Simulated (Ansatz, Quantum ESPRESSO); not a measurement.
# Ni(110), 5 layers against a metal electrode: the electrode's level over the Fermi level at a withheld member of a series

**Set-up.** Quantum ESPRESSO 7.5, PBE, GBRV ultrasoft. The slab is relaxed neutral, then held. ESM with bc3: vacuum below and a metal electrode about 6 Å above the top atoms. Cold smearing of 0.02 Ry. Charges are set per cell from the starting area. The slabs take the lattice constants of the bulk relaxed by the same program. The series steps the charge of the slab (positive: electrons removed).

```
charge of the slab  electrode's level over the Fermi level (eV)
     1 ×10¹³ e/cm²                                        5.366
     2 ×10¹³ e/cm²                                        6.215
     3 ×10¹³ e/cm²                                        7.069
   4.5 ×10¹³ e/cm²                                        8.364
     6 ×10¹³ e/cm²                                        9.671
     7 ×10¹³ e/cm²                                       10.548
```

One more run was made and is withheld. What is the electrode's level over the Fermi level at 8 ×10¹³ e/cm²?

**Fit.** The rows at 6 ×10¹³ e/cm² and 7 ×10¹³ e/cm² give a slope of (10.548 − (9.671))/(7 − (6)) = 0.877, so a straight line gives 11.425 eV. A parabola through these and the row at 4.5 ×10¹³ e/cm² gives 11.430 eV.

What the calculation gave: 11.430 eV. The line misses by −0.005 and the parabola by 0.000 eV. Both misses are under 5 % of the step from the nearer row.

Caveats: Vacuum fills the gap; ions don't answer the charge; added electrons can spill towards the electrode at the most negative charges. Members without a usable value, or on the other side of zero field or charge, are not listed.

[Logs are printed without paths, hosts, clocks, repeated set-up lines and the standing remarks that a program may print on its own settings, such as how far it seeks lower states.]
